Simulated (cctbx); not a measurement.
## Lattice, Laue class and space group of a new crystal

Cell: a = 6.7550 Å, b = 7.1700 Å, c = 10.7690 Å, α = 84.32°, β = 73.03°, γ = 70.17°. Expected content of the cell: Hg1 Cs2 I2 Cl6 Mg2.

Simulated single-crystal data (cctbx): Mo Kα, λ = 0.71073 Å, to d = 0.8 Å, 50 % of the full sphere, strongest reflection 70000 counts, noise from counting, a 6 % proportional error and a noise floor of 8 counts (s.d.); no absorption.

Tests on the unmerged data give:

```text
1964 reflections to d = 0.800 A
centring   violations  <I/sigma> of those
    A        962 of   974     15.3
    B        965 of   975     15.3
    C        965 of   973     15.5
    I        964 of   976     15.2
    R       1300 of  1318     15.3
    F       1446 of  1461     15.4
Laue class    unique    Rint  (classes that these axes allow; Friedel mates merged)
P -1             1455   0.077
space group    extra absences  I>4sigma  <I/sigma>
P 1                     0          0         -  acentric
P -1                    0          0         -  centric
Wilson B = 0.47 A^2   <|E^2-1|> = 0.699 (0.968 centric, 0.736 acentric)   E^2>4: 1.6 %
shell (A)         n   <I/sigma>
10.30 - 1.60    189     15.1
 1.60 - 1.27    191     15.0
 1.27 - 1.11    163     14.1
 1.11 - 1.01    188     14.0
 1.01 - 0.94    191     13.6
 0.94 - 0.88    177     13.6
 0.88 - 0.84    185     12.9
 0.84 - 0.80    171     13.5
```

**Question.** What are the lattice type, the Laue class and the likely space group?

Every centring test has many violations, so the lattice is primitive.

Only P -1 fits these axes (Rint 0.077); a search for a hidden higher lattice was not made.

2 settings pass the absence test. No glide or screw absences show, which leaves P 1 and P -1.

⟨|E²−1|⟩ = 0.699 leans to a non-centrosymmetric structure. The Wilson B of 0.47 Å² means U ≈ 0.0060 Å².

The true group is P1 (no. 1), Laue class -1, non-centrosymmetric. The tables only narrow the choice to the tied entries; cell content, site symmetry and trial solutions must settle it.

The model was made for the exercise: a known structure type with other elements put in, its volume estimated, not relaxed; displacement parameters are assumed.

[Logs are printed without paths, hosts, clocks, repeated set-up lines and the standing remarks that a program may print on its own settings, such as how far it seeks lower states.]
